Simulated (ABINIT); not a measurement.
# A GW chain in ABINIT: Li3OCl (Pm-3m)

Wanted: ground state, empty states, screening and self-energy for Li3OCl (Pm-3m).

Method: PBEsol and many-body steps on it, plane waves, in ABINIT 10.8.3.

## Step 1: Starting point

It takes space group Pm-3m (No. 221, cubic). The conventional cell has a = 3.908 Å, b = 3.908 Å, c = 3.908 Å, α = 90.00°, β = 90.00°, γ = 90.00°. Nearest to Li lie 2 O at 1.95 Å and 8 Li at 2.76 Å and 4 Cl at 2.76 Å. Cl has 12 Li at 2.76 Å nearest. O has 6 Li at 1.95 Å nearest. Farther neighbours and most contacts between anions are not listed.

The cell and positions are those that the Materials Project relaxed with its own functionals (PBE, PBE+U or r2SCAN), kept fixed.

## Step 2: Ground state

This step: ABINIT 10.8.3; DFT, PBEsol, plane waves, norm-conserving pseudopotentials.

The ground-state density comes first.

File run.abi:

```
acell 3*1.0 Angstrom
rprim 
  3.908337000000 0.000000000000 0.000000000000
  0.000000000000 3.908337000000 0.000000000000
  0.000000000000 0.000000000000 3.908337000000
ntypat 3
znucl 3 17 8
natom 5
typat 1 1 1 2 3
xred 
  0.000000000000 0.500000000000 0.500000000000
  0.500000000000 0.000000000000 0.500000000000
  0.500000000000 0.500000000000 0.000000000000
  0.000000000000 0.000000000000 0.000000000000
  0.500000000000 0.500000000000 0.500000000000
pp_dirpath "pseudos"
pseudos "Li.upf, Cl.upf, O.upf"
ecut 36
ngkpt 6 6 6
nshiftk 1
shiftk 0 0 0
kptopt 1
chksymbreak 0
nband 17
occopt 1
tolvrs 1e-10
nstep 60
prtwf 0
optforces 0
optstress 0
indata_prefix "in"
outdata_prefix "out"
tmpdata_prefix "tmp"
```

On the command line:

```bash
$ OMP_NUM_THREADS=1 mpirun -n 8 abinit run.abi > log
```

Numbers of over 12 decimals in the logs are rounded to 6 here.

The program printed:

```text
.Version 10.8.3 of ABINIT. v10.8.2 released Aug 2026.

 Symmetries : space group Pm -3 m (#221); Bravais cP (primitive cubic)
================================================================================
 Values of the parameters that define the memory need of the present run
     intxc =       0    ionmov =       0      iscf =       7    lmnmax =       6
     lnmax =       6     mgfft =      40  mpssoang =       3    mqgrid =    3001
     natom =       5  nloc_mem =       1    nspden =       1   nspinor =       1
    nsppol =       1      nsym =      48    n1xccc =    2501    ntypat =       3
    occopt =       1   xclevel =       2
-    mband =          17        mffmem =           1         mkmem =           3
       mpw =        4173          nfft =       64000          nkpt =          20
================================================================================
  Rough estimation (10% accuracy) of disk space for files :
================================================================================

--------------------------------------------------------------------------------
------------- Echo of variables that govern the present computation ------------
--------------------------------------------------------------------------------
 -outvars: echo values of preprocessed input variables --------
            acell      1.8897261259E+00  1.8897261259E+00  1.8897261259E+00 Bohr

      chksymbreak           0
             ecut      3.60000000E+01 Hartree
-          fftalg         312

              ixc     -116133
              kpt      0.00000000E+00  0.00000000E+00  0.00000000E+00
                       1.66666667E-01  0.00000000E+00  0.00000000E+00
                       3.33333333E-01  0.00000000E+00  0.00000000E+00
                       5.00000000E-01  0.00000000E+00  0.00000000E+00
                       1.66666667E-01  1.66666667E-01  0.00000000E+00
                       3.33333333E-01  1.66666667E-01  0.00000000E+00
                       5.00000000E-01  1.66666667E-01  0.00000000E+00
                       3.33333333E-01  3.33333333E-01  0.00000000E+00
                       5.00000000E-01  3.33333333E-01  0.00000000E+00
   [... 9 further rows ...]
                       5.00000000E-01  5.00000000E-01  3.33333333E-01
                       5.00000000E-01  5.00000000E-01  5.00000000E-01
         kptrlatt        6    0    0      0    6    0      0    0    6
          kptrlen      4.43141192E+01
P           mkmem           3
            natom           5
            nband          17
            ngfft          40      40      40
             nkpt          20
            nstep          60
             nsym          48
           ntypat           3
              occ      2.000000  2.000000  2.000000  2.000000  2.000000  2.000000
                       2.000000  2.000000  2.000000  2.000000  2.000000  0.000000
                       0.000000  0.000000  0.000000  0.000000  0.000000
        optforces           0
        optstress           0
            prtwf           0
            rprim      3.9083370000E+00  0.0000000000E+00  0.0000000000E+00
[...]
spgroup         221

           tolvrs      1.00000000E-10

             xred      0.0000000000E+00  5.0000000000E-01  5.0000000000E-01
[...]
znucl        3.00000   17.00000    8.00000

================================================================================

 chkinp: Checking input parameters for consistency.

================================================================================
== DATASET  1 ==================================================================
-   mpi_nproc: 8, omp_nthreads: 1 (-1 if OMP is not activated)

--- !DatasetInfo
iteration_state: {dtset: 1, }
dimensions: {natom: 5, nkpt: 20, mband: 17, nsppol: 1, nspinor: 1, nspden: 1, mpw: 4173, }
cutoff_energies: {ecut:  36.0, pawecutdg:  -1.0, }
electrons: {nelect:   2.20000000E+01, charge:   0.00000000E+00, occopt:   1.00000000E+00, tsmear:   1.00000000E-02, }

 Real(R)+Recip(G) space primitive vectors, cartesian coordinates (Bohr,Bohr^-1):
 R(1)=  7.3856865  0.0000000  0.0000000  G(1)=  0.1353970  0.0000000  0.0000000
 R(2)=  0.0000000  7.3856865  0.0000000  G(2)=  0.0000000  0.1353970  0.0000000
 R(3)=  0.0000000  0.0000000  7.3856865  G(3)=  0.0000000  0.0000000  0.1353970
 Unit cell volume ucvol=  4.0287713E+02 bohr^3
 Angles (23,13,12)=  9.00000000E+01  9.00000000E+01  9.00000000E+01 degrees

 getcut: wavevector=  0.0000  0.0000  0.0000  ngfft=  40  40  40
         ecut(hartree)=     36.000   => boxcut(ratio)=   2.00518

--- Pseudopotential description ------------------------------------------------
- Li Generated using ONCVPSP code by D. R. Hamann
-  3.00000   3.00000  180301                  znucl, zion, pspdat
12 -116133 1 -1 1944                          pspcod,pspxc,lmax,lloc,mmax
     nproj     2     2     0
  pspatm : epsatm=    2.60875052
         --- l  ekb(1:nproj) -->
[...]
pspatm: atomic psp has been read  and splines computed

- Cl Generated using ONCVPSP code by D. R. Hamann
- 17.00000   7.00000  180301                  znucl, zion, pspdat
12 -116133 2 -1 1028                          pspcod,pspxc,lmax,lloc,mmax
     nproj     2     2     2
  pspatm : epsatm=    8.95520293
         --- l  ekb(1:nproj) -->
[...]
pspatm: atomic psp has been read  and splines computed

- O Generated using ONCVPSP code by D. R. Hamann
-  8.00000   6.00000  180301                  znucl, zion, pspdat
12 -116133 2 -1 936                           pspcod,pspxc,lmax,lloc,mmax
     nproj     2     2     1
  pspatm : epsatm=    6.22910120
         --- l  ekb(1:nproj) -->
[...]
2   -1.335834
 pspatm: atomic psp has been read  and splines computed

   5.06232225E+02                                ecore*ucvol(ha*bohr**3)
--------------------------------------------------------------------------------

_setup2: Arith. and geom. avg. npw (full set) are    4156.458    4156.436

================================================================================

--- !BeginCycle
iteration_state: {dtset: 1, }
solver: {iscf: 7, nstep: 60, nline: 4, wfoptalg: 0, }
tolerances: {tolvrs: 1.00E-10, }

     iter   Etot(hartree)      deltaE(h)  residm     vres2
 ETOT  1  -54.254130966075    -5.425E+01 7.251E-02 1.315E+03
 ETOT  2  -54.074683917524     1.794E-01 1.597E-02 1.399E+03
 ETOT  3  -54.528965586441    -4.543E-01 8.811E-03 1.385E+02
 ETOT  4  -54.561911648884    -3.295E-02 9.672E-04 1.119E+00
 ETOT  5  -54.562177769607    -2.661E-04 3.021E-03 4.338E-01
 ETOT  6  -54.562283565357    -1.058E-04 1.534E-04 3.538E-03
 ETOT  7  -54.562284310940    -7.456E-07 1.566E-04 2.593E-04
 ETOT  8  -54.562284352323    -4.138E-08 3.329E-05 2.258E-06
 ETOT  9  -54.562284352947    -6.235E-10 3.347E-05 3.774E-07
 ETOT 10  -54.562284353049    -1.028E-10 3.357E-05 2.137E-09
 ETOT 11  -54.562284353048     1.400E-12 1.075E-04 1.114E-11

 At SCF step   11       vres2   =  1.11E-11 < tolvrs=  1.00E-10 =>converged.

--- !ResultsGS
iteration_state: {dtset: 1, }
comment   : Summary of ground state results
lattice_vectors:
- [  7.3856865,   0.0000000,   0.0000000, ]
- [  0.0000000,   7.3856865,   0.0000000, ]
- [  0.0000000,   0.0000000,   7.3856865, ]
lattice_lengths: [   7.38569,    7.38569,    7.38569, ]
lattice_angles: [ 90.000,  90.000,  90.000, ] # degrees, (23, 13, 12)
lattice_volume:   4.0287713E+02
convergence: {deltae:  1.400E-12, res2:  1.114E-11, residm:  1.075E-04, diffor:  0.000E+00, }
etotal    :  -5.45622844E+01
entropy   :   0.00000000E+00
fermie    :   4.70913236E-02
cartesian_stress_tensor: null
pressure_GPa: null
xred      :
- [  0.0000E+00,   5.0000E-01,   5.0000E-01, Li]
- [  5.0000E-01,   0.0000E+00,   5.0000E-01, Li]
- [  5.0000E-01,   5.0000E-01,   0.0000E+00, Li]
- [  0.0000E+00,   0.0000E+00,   0.0000E+00, Cl]
- [  5.0000E-01,   5.0000E-01,   5.0000E-01,  O]
cartesian_forces: null
force_length_stats: {min: null, max: null, mean: null, }

 Integrated electronic density in atomic spheres:
 ------------------------------------------------
 Atom  Sphere_radius  Integrated_density
[...]
================================================================================

 ----iterations are completed or convergence reached----

 Mean square residual over all n,k,spin=   34.125E-08; max=  10.754E-05
 reduced coordinates (array xred) for    5 atoms
       0.000000000000      0.500000000000      0.500000000000
       0.500000000000      0.000000000000      0.500000000000
       0.500000000000      0.500000000000      0.000000000000
       0.000000000000      0.000000000000      0.000000000000
       0.500000000000      0.500000000000      0.500000000000
 rms dE/dt=  0.0000E+00; max dE/dt=  0.0000E+00; dE/dt below (all hartree)
    1       0.000000000000      0.000000000000      0.000000000000
    2       0.000000000000      0.000000000000      0.000000000000
    3       0.000000000000      0.000000000000      0.000000000000
    4       0.000000000000      0.000000000000      0.000000000000
    5       0.000000000000      0.000000000000      0.000000000000

 cartesian coordinates (angstrom) at end:
    1      0.000000     1.954168     1.954168
    2      1.954168     0.000000     1.954168
    3      1.954168     1.954168     0.000000
    4      0.000000     0.000000     0.000000
    5      1.954168     1.954168     1.954168
 length scales=  1.889726125908  1.889726125908  1.889726125908 bohr
              =  1.000000000000  1.000000000000  1.000000000000 angstroms
 prteigrs : about to open file out_EIG
 Fermi (or HOMO) energy (hartree) =   0.04709   Average Vxc (hartree)=  -0.34076
 Eigenvalues (hartree) for nkpt=  20  k points:
 kpt#   1, nband= 17, wtk=  0.00463, kpt=  0.0000  0.0000  0.0000 (reduced coord)
  -1.52754   -1.52501   -1.52501   -0.50410   -0.47234   -0.06197   -0.06197   -0.06197
   0.02859    0.02859    0.02859    0.21652    0.29964    0.29964    0.47288    0.47289
   0.48353
 prteigrs : prtvol=0 or 1, do not print more k-points.

--- !EnergyTerms
iteration_state     : {dtset: 1, }
comment             : Components of total free energy in Hartree
kinetic             :  3.22905494099155E+01
hartree             :  1.20758913121901E+01
xc                  : -1.35998487497435E+01
Ewald energy        : -3.38732561447134E+01
psp_core            :  1.25654247324847E+00
local_psp           : -3.88292448858651E+01
non_local_psp       : -1.38829177680801E+01
total_energy        : -5.45622843530481E+01
total_energy_eV     : -1.48471539399384E+03
band_energy         : -1.13744674194226E+01

== END DATASET(S) ==============================================================
================================================================================

 -outvars: echo values of variables after computation  --------
           etotal     -5.4562284353E+01
            nband          17
             nkpt          20
          spgroup         221
 [... the other variables as echoed above ...]

 Calculation completed.
```

Wall time 10 s (8 MPI ranks of Arm Neoverse V1, shared host); peak memory 0.6 GiB; 81 s of CPU time.

Numbers from this step:

- total energy: -1484.7154 eV
- gap: 4.610 eV
- k of the valence top: 0.5, 0.5, 0
- k of the conduction bottom: 0, 0, 0
- least direct gap: 4.712 eV

The gap is indirect, with the least direct gap 0.10 eV higher.

[end of part 1 of 3]

[Paths, hosts, dates, memory and timing lines, banners, echoed tables and standing remarks are left out of the program output.]

[Logs are printed without paths, hosts, clocks, repeated set-up lines and the standing remarks that a program may print on its own settings, such as how far it seeks lower states.]

[Runs of the session that timed out or met a known fault of the program may be left out.]

[Hosts, paths, dates, database ids (printed as entryN), source tags and the programs' standing remarks are cut or masked in the printed files.]

[G0W0 gaps are taken among the corrected bands and points alone; a level outside them can change the order at an edge.]

[Where Ansatz stands beside ABINIT at settings called matched, ABINIT's density can come from a denser mesh and the files from another edition; pairs whose starting gaps differed by over 0.03 eV were left out, so agreement reads better than it is.]
